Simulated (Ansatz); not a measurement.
## K on Ag(111): change of the work function

Aim: the work function of Ag(111) at several coverages of K (fcc site), and the dipole that each adsorbate carries.

Main program and level: Ansatz 0.2.0; plane-wave DFT, PBE, Ansatz PAW.

### 1. Set-up

The cell holds 4 atoms: 4 Ag. Its edges and angles: a = 2.892 Å, b = 2.892 Å, c = 25.084 Å, α = 90.0°, β = 90.0°, γ = 60.0°. Vacuum lies along c.

### 2. The clean slab

The bare slab comes first, as the zero from which every change is counted. The two lowest layers are held at bulk places and the upper ones relax. The dipole correction removes the false field that a one-sided slab makes across the periodic vacuum, so each face gets a flat vacuum level of its own.

File input.yaml:

```yaml
crystal:
  lattice:
    - [2.8920667351, 0.0, 0.0]
    - [1.4460333675, 2.504603262, 0.0]
    - [0.0, 0.0, 25.084087803]
  atoms:
    - { symbol: Ag, position: [0.0, 0.0, 0.3587931947] }
    - { symbol: Ag, position: [0.3333333333, 0.3333333333, 0.4529310649] }
    - { symbol: Ag, position: [0.6666666667, 0.6666666667, 0.5470689351] }
    - { symbol: Ag, position: [0.0, 0.0, 0.6412068053] }
kpoints:
  mp_grid: { grid: [12, 12, 1] }
hamiltonian:
  xc: pbe
scf:
  occupations: { method: fermi_dirac, width: 0.1 }
  convergence: { dr2_threshold: 1.0e-08 }
efield:
  axis: 3
  dipole_correction: true
  ramp_position: 0.97
  ramp_width: 0.06
relax:
  f_tol: 0.02
  max_steps: 60
  constraints: [{ sites: [0, 1] }]
output:
  write_potential: true
  write_density: true
  volumetric_format: npy
```

Started as:

```console
$ ansatz run input.yaml --threads 4 --pin off --max-ram 16384MiB --backend cpu --events-out ev --progress --plain --runs-dir out
```

The program printed:

```text
Engine: ansatz 0.2.0, aarch64-unknown-linux-gnu
Pseudopotentials: kind: paw
Pseudopotential: Ag, paw, valence charge 19, recommended cutoff 420 eV (normal), Ag.paw.azcp
Functional definition: PBE
  parameter kappa = 0.804
  parameter beta = 0.066725
  exchange = pbe_x(kappa = kappa, mu = beta*pi^2/3)
  correlation = pbe_c(beta = beta)
Crystal: 4 atoms, lattice volume = 181.696 Å³
Basis set: ecut = 420 eV, 3551 PW (Γ), exchange–correlation on 40×40×360 points (8 copies of the dense FFT grid, shifted against one another)
Bands: 46, of which v1, the nominal top of the filled ones, is band 38 counted from 1 (37 counted from 0)
Symmetry: 6 space group operations
k-points: 19 of 144 (time reversal used)
Non-local potential: Ag, projectors of the file, l = 0: 3, l = 1: 2, l = 2: 2, l = 3: 1
PAW form: soft (Blöchl's): semilocal exchange-correlation on the pseudo side does not see the compensation charge
PAW one-centre angular grid: Ag, 590 points (default); XC on 64 Gauss nodes
Initial density: superposition of atomic densities (neutral atoms: chi_scale 0, normalization atom), corrected by the library's trained network
Initial wavefunctions: pseudopotential atomic-orbital guess
Functional: x = pbe(κ = 0.804, μ = 0.219515), c = pbe(β = 0.066725)
SCF iter   1: F=—  HF=-30361.536039 eV  |F-HF|=—  |Δ(HF+E_count)|=         —  Δρ=1.43e-3  dr2=2.13e-2  ethr=1.77e-3  p=0.000 e·Å  D=4.57e-14 V/Å  ΔV_dip=-0.00 eV  dr2_dipole=1.51e-9  V_vac-E_F(+/−)=4.39/4.39 eV  ⟨swp⟩=7.4  Hψ=3672  notcnv=0  defer=12
efield: sawtooth ramp at fractional position 0.9700 (set: `efield.ramp_position`, or a place that a band, a saddle search or an elastic batch's reference lends), width 0.0600; the density the first Hamiltonian is built on has a dipole p = 0.000 e·Å; the dipole correction subtracts the counter field D = 4.57e-14 V/Å, which shifts the + side's vacuum level by -0.00 eV against the − side's; the planar-averaged density in the ramp window peaks in size at 3.3e-6 e/Å³
preconditioner: auto → LDOS  [metal: Δε(μ)=0.132 eV  Ē_g=9.346 eV  σ=0.100 eV  W_gap=0.32  n_scr=18 (ndim 8)  ℏωp=18.3 eV  f_vac=0.583  D(μ)=0.82/eV (n_scr^D=6)  β→1.0]
SCF iter   2: F=—  HF=-30361.540494 eV  |F-HF|=—  |Δ(HF+E_count)|=   4.46e-3  Δρ=1.71e-3  dr2=1.09e-2  ethr=2.80e-5  p=-0.000 e·Å  D=-9.70e-6 V/Å  ΔV_dip=0.00 eV  dr2_dipole=2.60e-10  V_vac-E_F(+/−)=4.43/4.43 eV  ⟨swp⟩=2.2  Hψ=1740  notcnv=0  defer=25
SCF iter   3: F=—  HF=-30361.538916 eV  |F-HF|=—  |Δ(HF+E_count)|=   1.58e-3  Δρ=5.15e-4  dr2=3.95e-4  ethr=1.43e-5  p=-0.000 e·Å  D=-2.40e-6 V/Å  ΔV_dip=0.00 eV  dr2_dipole=6.36e-10  V_vac-E_F(+/−)=4.45/4.45 eV  ⟨swp⟩=2.0  Hψ=1312  notcnv=0  defer=25
SCF iter   4: F=—  HF=-30361.538833 eV  |F-HF|=—  |Δ(HF+E_count)|=   8.26e-5  Δρ=7.08e-5  dr2=1.22e-5  ethr=5.20e-7  p=-0.000 e·Å  D=-1.66e-6 V/Å  ΔV_dip=0.00 eV  dr2_dipole=2.09e-10  V_vac-E_F(+/−)=4.45/4.45 eV  ⟨swp⟩=3.2  Hψ=1672  notcnv=0  defer=25
SCF iter   5: F=—  HF=-30361.538818 eV  |F-HF|=—  |Δ(HF+E_count)|=   1.50e-5  Δρ=2.65e-5  dr2=1.77e-6  ethr=1.60e-8  p=-0.000 e·Å  D=-4.26e-8 V/Å  ΔV_dip=0.00 eV  dr2_dipole=2.43e-12  V_vac-E_F(+/−)=4.45/4.45 eV  ⟨swp⟩=2.6  Hψ=1527  notcnv=0  defer=25
SCF iter   6: F=—  HF=-30361.538866 eV  |F-HF|=—  |Δ(HF+E_count)|=   4.84e-5  Δρ=9.20e-6  dr2=1.40e-7  ethr=2.33e-9  p=0.000 e·Å  D=9.11e-8 V/Å  ΔV_dip=-0.00 eV  dr2_dipole=3.10e-13  V_vac-E_F(+/−)=4.46/4.46 eV  ⟨swp⟩=2.1  Hψ=1220  notcnv=0  defer=25
SCF iter   7: F=—  HF=-30361.538866 eV  |F-HF|=—  |Δ(HF+E_count)|=   3.56e-8  Δρ=3.14e-6  dr2=2.09e-8  ethr=1.84e-10  p=0.000 e·Å  D=3.63e-8 V/Å  ΔV_dip=-0.00 eV  dr2_dipole=4.86e-13  V_vac-E_F(+/−)=4.46/4.46 eV  ⟨swp⟩=2.4  Hψ=1593  notcnv=0  defer=25
SCF iter   8: F=-30361.538866 eV  HF=-30361.538866 eV  |F-HF|=2.70e-9  |Δ(HF+E_count)|=   5.37e-9  Δρ=6.78e-7  dr2=5.63e-10  ethr=1.32e-11  p=-0.000 e·Å  D=-3.59e-9 V/Å  ΔV_dip=0.00 eV  dr2_dipole=3.26e-14  V_vac-E_F(+/−)=4.46/4.46 eV  ⟨swp⟩=8.7  Hψ=5215  notcnv=0
SCF 1 converged in 8 iterations: F = -30361.538866 eV  dr2 = 5.63e-10
  greatest PAW one-centre occupation: 1.000 electrons in one spin orbital (limit 2), on the Ag atom at site 1 (counted from 0), in its partial waves of l = 0
relax step   1: F+E_penalty+E_count = -30361.53886649 eV  Δ(F+E_penalty+E_count) = +0.000e0 eV  max|allowed force component| = 1.394e-1 eV/Å  Δτ_max = 0.0000 Å  (8 SCF iters, accepted)
Initial density: handed on by an earlier stage of this run
Initial wavefunctions: those handed on with the density
iter 1 solved again at ethr=1.65e-5 eV; its pass at ethr=3.10e-3 eV (dr2=1.25e-2 eV) is discarded
SCF iter   1: F=—  HF=-30361.545693 eV  |F-HF|=—  |Δ(HF+E_count)|=         —  Δρ=2.56e-3  dr2=1.12e-2  ethr=1.65e-5  p=-0.000 e·Å  D=-2.39e-8 V/Å  ΔV_dip=0.00 eV  dr2_dipole=8.08e-5  V_vac-E_F(+/−)=4.45/4.45 eV  ⟨swp⟩=2.0  Hψ=3443  notcnv=0  defer=33
efield: sawtooth ramp at fractional position 0.9700 (set: `efield.ramp_position`, or a place that a band, a saddle search or an elastic batch's reference lends), width 0.0600; the density the first Hamiltonian is built on has a dipole p = -0.000 e·Å; the dipole correction subtracts the counter field D = -2.39e-8 V/Å, which shifts the + side's vacuum level by +0.00 eV against the − side's; the planar-averaged density in the ramp window peaks in size at 6.5e-7 e/Å³
preconditioner: auto → LDOS  [metal: Δε(μ)=0.209 eV  Ē_g=9.267 eV  σ=0.100 eV  W_gap=0.48  n_scr=18 (ndim 8)  ℏωp=18.3 eV  f_vac=0.579  D(μ)=0.92/eV (n_scr^D=6)  β→1.0]
SCF iter   2: F=—  HF=-30361.545710 eV  |F-HF|=—  |Δ(HF+E_count)|=   1.70e-5  Δρ=2.20e-3  dr2=1.62e-2  ethr=1.47e-5  p=0.001 e·Å  D=1.26e-3 V/Å  ΔV_dip=-0.03 eV  dr2_dipole=1.53e-3  V_vac-E_F(+/−)=4.40/4.43 eV  ⟨swp⟩=2.1  Hψ=1485  notcnv=0  defer=33
SCF iter   3: F=—  HF=-30361.542220 eV  |F-HF|=—  |Δ(HF+E_count)|=   3.49e-3  Δρ=4.16e-4  dr2=3.20e-4  ethr=1.47e-5  p=-0.002 e·Å  D=-1.87e-3 V/Å  ΔV_dip=0.05 eV  dr2_dipole=4.02e-5  V_vac-E_F(+/−)=4.49/4.44 eV  ⟨swp⟩=2.0  Hψ=1399  notcnv=0  defer=33
SCF iter   4: F=—  HF=-30361.542196 eV  |F-HF|=—  |Δ(HF+E_count)|=   2.40e-5  Δρ=2.30e-4  dr2=1.11e-4  ethr=4.21e-7  p=-0.001 e·Å  D=-1.01e-3 V/Å  ΔV_dip=0.03 eV  dr2_dipole=2.24e-7  V_vac-E_F(+/−)=4.47/4.44 eV  ⟨swp⟩=2.2  Hψ=1528  notcnv=0  defer=33
SCF iter   5: F=—  HF=-30361.542168 eV  |F-HF|=—  |Δ(HF+E_count)|=   2.84e-5  Δρ=3.25e-5  dr2=3.43e-6  ethr=1.46e-7  p=-0.001 e·Å  D=-1.14e-3 V/Å  ΔV_dip=0.03 eV  dr2_dipole=7.57e-7  V_vac-E_F(+/−)=4.47/4.44 eV  ⟨swp⟩=2.0  Hψ=1327  notcnv=0  defer=33
SCF iter   6: F=—  HF=-30361.542212 eV  |F-HF|=—  |Δ(HF+E_count)|=   4.44e-5  Δρ=1.26e-5  dr2=3.00e-7  ethr=4.51e-9  p=-0.001 e·Å  D=-1.17e-3 V/Å  ΔV_dip=0.03 eV  dr2_dipole=8.95e-9  V_vac-E_F(+/−)=4.47/4.44 eV  ⟨swp⟩=2.0  Hψ=1297  notcnv=0  defer=33
SCF iter   7: F=—  HF=-30361.542212 eV  |F-HF|=—  |Δ(HF+E_count)|=   9.42e-8  Δρ=3.85e-6  dr2=3.53e-8  ethr=3.94e-10  p=-0.001 e·Å  D=-1.17e-3 V/Å  ΔV_dip=0.03 eV  dr2_dipole=3.57e-12  V_vac-E_F(+/−)=4.47/4.44 eV  ⟨swp⟩=2.0  Hψ=1501  notcnv=0  defer=33
SCF iter   8: F=-30361.542212 eV  HF=-30361.542212 eV  |F-HF|=3.05e-9  |Δ(HF+E_count)|=   2.53e-8  Δρ=8.96e-7  dr2=1.20e-9  ethr=1.32e-11  p=-0.001 e·Å  D=-1.16e-3 V/Å  ΔV_dip=0.03 eV  dr2_dipole=2.29e-11  V_vac-E_F(+/−)=4.47/4.44 eV  ⟨swp⟩=9.0  Hψ=5321  notcnv=0
SCF 2 converged in 8 iterations: F = -30361.542212 eV  dr2 = 1.20e-9
relax step   2: F+E_penalty+E_count = -30361.54221216 eV  Δ(F+E_penalty+E_count) = -3.346e-3 eV  max|allowed force component| = 5.879e-2 eV/Å  Δτ_max = 0.1208 Å  (8 SCF iters, accepted)
SCF iter   1: F=—  HF=-30361.543977 eV  |F-HF|=—  |Δ(HF+E_count)|=         —  Δρ=9.71e-4  dr2=1.77e-3  ethr=2.01e-5  p=-0.001 e·Å  D=-1.16e-3 V/Å  ΔV_dip=0.03 eV  dr2_dipole=5.25e-5  V_vac-E_F(+/−)=4.48/4.45 eV  ⟨swp⟩=3.8  Hψ=2048  notcnv=0  defer=33
efield: sawtooth ramp at fractional position 0.9700 (set: `efield.ramp_position`, or a place that a band, a saddle search or an elastic batch's reference lends), width 0.0600; the density the first Hamiltonian is built on has a dipole p = -0.001 e·Å; the dipole correction subtracts the counter field D = -1.16e-3 V/Å, which shifts the + side's vacuum level by +0.03 eV against the − side's; the planar-averaged density in the ramp window peaks in size at 7.8e-7 e/Å³
preconditioner: auto → LDOS  [metal: Δε(μ)=0.206 eV  Ē_g=9.288 eV  σ=0.100 eV  W_gap=0.47  n_scr=18 (ndim 8)  ℏωp=18.3 eV  f_vac=0.581  D(μ)=0.89/eV (n_scr^D=6)  β→1.0]
SCF iter   2: F=—  HF=-30361.544031 eV  |F-HF|=—  |Δ(HF+E_count)|=   5.33e-5  Δρ=9.28e-4  dr2=2.53e-3  ethr=2.33e-6  p=-0.002 e·Å  D=-1.70e-3 V/Å  ΔV_dip=0.04 eV  dr2_dipole=3.84e-5  V_vac-E_F(+/−)=4.50/4.46 eV  ⟨swp⟩=2.7  Hψ=1897  notcnv=0  defer=33
SCF iter   3: F=—  HF=-30361.543457 eV  |F-HF|=—  |Δ(HF+E_count)|=   5.73e-4  Δρ=1.90e-4  dr2=6.10e-5  ethr=2.33e-6  p=-0.001 e·Å  D=-6.14e-4 V/Å  ΔV_dip=0.02 eV  dr2_dipole=4.87e-6  V_vac-E_F(+/−)=4.47/4.45 eV  ⟨swp⟩=2.0  Hψ=1396  notcnv=0  defer=33
SCF iter   4: F=—  HF=-30361.543444 eV  |F-HF|=—  |Δ(HF+E_count)|=   1.35e-5  Δρ=8.92e-5  dr2=1.40e-5  ethr=8.03e-8  p=-0.001 e·Å  D=-8.67e-4 V/Å  ΔV_dip=0.02 eV  dr2_dipole=8.57e-9  V_vac-E_F(+/−)=4.47/4.45 eV  ⟨swp⟩=2.5  Hψ=1546  notcnv=0  defer=33
SCF iter   5: F=—  HF=-30361.543441 eV  |F-HF|=—  |Δ(HF+E_count)|=   2.96e-6  Δρ=1.46e-5  dr2=9.74e-7  ethr=1.84e-8  p=-0.001 e·Å  D=-8.27e-4 V/Å  ΔV_dip=0.02 eV  dr2_dipole=2.55e-7  V_vac-E_F(+/−)=4.47/4.45 eV  ⟨swp⟩=2.0  Hψ=1332  notcnv=0  defer=33
SCF iter   6: F=—  HF=-30361.543462 eV  |F-HF|=—  |Δ(HF+E_count)|=   2.13e-5  Δρ=4.76e-6  dr2=6.36e-8  ethr=1.28e-9  p=-0.001 e·Å  D=-8.00e-4 V/Å  ΔV_dip=0.02 eV  dr2_dipole=9.83e-9  V_vac-E_F(+/−)=4.47/4.45 eV  ⟨swp⟩=2.0  Hψ=1200  notcnv=0  defer=33
SCF iter   7: F=—  HF=-30361.543462 eV  |F-HF|=—  |Δ(HF+E_count)|=   2.79e-8  Δρ=1.89e-6  dr2=1.05e-8  ethr=1.32e-11  p=-0.001 e·Å  D=-7.97e-4 V/Å  ΔV_dip=0.02 eV  dr2_dipole=1.56e-11  V_vac-E_F(+/−)=4.47/4.45 eV  ⟨swp⟩=9.1  Hψ=5612  notcnv=0
SCF iter   8: F=-30361.543462 eV  HF=-30361.543462 eV  |F-HF|=1.14e-9  |Δ(HF+E_count)|=   4.16e-9  Δρ=4.66e-7  dr2=2.72e-10  ethr=1.32e-11  p=-0.001 e·Å  D=-7.96e-4 V/Å  ΔV_dip=0.02 eV  dr2_dipole=1.28e-13  V_vac-E_F(+/−)=4.47/4.45 eV  ⟨swp⟩=8.2  Hψ=5047  notcnv=0
SCF 3 converged in 8 iterations: F = -30361.543462 eV  dr2 = 2.72e-10
relax step   3: F+E_penalty+E_count = -30361.54346218 eV  Δ(F+E_penalty+E_count) = -1.250e-3 eV  max|allowed force component| = 3.526e-3 eV/Å  Δτ_max = 0.0437 Å  (8 SCF iters, accepted)
NSCF: frozen V_eff on 19 k-points
the band table was solved once a step of the walk had ended and its energy, with any forces and stress, was formed, with the checks that follow a solve (4634 applications of the Hamiltonian). They found nothing against the state; the energy, forces and stress were not computed again (output.eigenvalues in the input reference)
SCF converged after 8 iterations
Free energy (F): -30361.543462 eV
Harris-Foulkes:  -30361.543462 eV  (|F-HF|=1.14e-9)
Internal energy: -30361.511446 eV  (E = F + TS)
E sigma→0 (E₀):  -30361.527454 eV
Entropy (-TS):   -0.032016 eV (-8.004 meV/atom)
Fermi energy:    3.774940 eV
Dipole field:    D = -0.000797 V/Å  (p = -0.000800 e·Å, saw-weighted, corrected)
Work function:   Φ+ = 4.4694 eV   Φ− = 4.4494 eV
Levels:          The Fermi level and band energies are counted from a zero that moves with the ramp; work functions are not
--- Per-component energies (eV) ---
  E_band       = -1960.547772
  E_kinetic    = 2109.099074
  E_local      = -128020.276721  (includes V_loc(G=0)·N_el)
  E_nonlocal   = 320.756909
  E_hartree    = 63107.808712
  E_xc         = -738.272181
  E_vxc        = -937.843934  (∫ρ·V_xc dr)
  E_paw        = -15609.056264  (= ΣΔE_a)
  E_vpaw       = -1647.903651  (= ΣTr[D̂ρ^β])
  E_aug_tail   = 0.001306  (compensation charges beyond the density's cutoff)
  E_efield     = 0.000000  (sawtooth field / dipole correction)
  E_vefield    = 0.001582  (∫n·V_field dr)
  E_ewald      = 48468.427718
  E_smearing   = -0.032016  (= −TS)
  E_closure    = -0.000000  (closes the sum)
  Σ components = -30361.543462   (vs F -30361.543462, Δ=0.00e0)
--- Forces (eV/Å), atoms counted from 1 ---
  atom   1  Ag    -0.00000000     0.00000000    -0.13252267
  atom   2  Ag     0.00000000    -0.00000000     0.12981901
  atom   3  Ag    -0.00000000    -0.00000000     0.00352623
  atom   4  Ag    -0.00000000     0.00000000    -0.00082127
  max |Σ_I F_I| component: 1.31e-6 eV/Å
--- Band table (eV; the first three rows and the last of 19) ---
  k-point 0: bands = [... 34 lower, 0.3804, 0.4880, 0.4880, 0.7234, 0.7234, 2.7357, 3.9494, 7.7601, ... 4 higher]
  k-point 1: bands = [... 34 lower, 0.3192, 0.4035, 0.4876, 0.7293, 1.0045, 3.0032, 4.3438, 7.8970, ... 4 higher]
  k-point 2: bands = [... 34 lower, 0.1786, 0.4121, 0.4831, 0.7430, 1.5725, 3.6517, 5.3129, 8.3086, ... 4 higher]
  k-point 18: bands = [... 34 lower, 0.6631, 0.6714, 7.1502, 7.3285, 7.3357, 8.0731, 8.0825, 8.4313, ... 4 higher]
--- Relaxed structure (3 steps of the walk, 3 accepted, 0 SCFs on fresh bases) ---
  F+E_penalty+E_count = -30361.54346218 eV   max|allowed force component| = 3.526e-3 eV/Å
  atoms:
    - { symbol: Ag, position: [0.0, 0.0, 0.3587931947] }
    - { symbol: Ag, position: [0.333333, 0.333333, 0.452931] }
    - { symbol: Ag, position: [0.666667, 0.666667, 0.548158] }
    - { symbol: Ag, position: [2.544541e-18, -1.140001e-18, 0.644283] }
```

The job ended after 12 s (4 threads of Arm Neoverse V1, shared host; peak memory 0.51 GiB; 43 s of CPU time).

Step by step:

```tsv
step	energy less that of the first step (eV)	largest force component (eV/Å)
1	0.0000	0.1394
2	-0.0033	0.0588
3	-0.0046	0.0035
```

Forces are held to the 6 operations that the program found; a distortion that breaks them can't arise in this run.

The atoms that moved most (Å):

```tsv
atom	dx	dy	dz	length
Ag4	0.000	0.000	0.077	0.077
Ag3	0.000	0.000	0.027	0.027
```

Read from the output:

| Quantity | Value |
| --- | --- |
| energy at zero smearing | -30361.5275 eV |
| work function, upper face | 4.469 eV |
| dipole along the normal | -8.00e-4 e·Å |

Running mean over 2.361 Å of the planar mean; the ramp of the sawtooth is left out. The electron's electrostatic potential energy less the Fermi level by z:

```tsv
z (Å)	electron's electrostatic potential energy less the Fermi level (eV)
4	4.45
5	4.44
6	4.38
7	3.48
8	-2.25
9	-5.85
10	-6.03
11	-6.05
12	-5.92
13	-5.89
14	-5.97
15	-5.68
16	-5.86
17	-3.28
18	2.97
19	4.36
20	4.46
21	4.47
22	4.47
```

The relaxation took 3 steps and lowered the energy by 0.0046 eV; the largest force on the free atoms ends at 0.0035 eV/Å.

The work function of the upper face is 4.47 eV.

(Continued in part 2 of 3.)

[Long decimals in the printed logs are rounded to 6 places.]

[Logs are printed without paths, hosts, clocks, repeated set-up lines and the standing remarks that a program may print on its own settings, such as how far it seeks lower states.]

[Hosts, paths, dates, database ids (printed as entryN), source tags and the programs' standing remarks are cut or masked in the printed files.]

[Maps of the electrostatic potential energy from Ansatz leave out the sawtooth potential of an applied field or a dipole correction, so their vacuum need not be flat; planar profiles and work functions include it.]
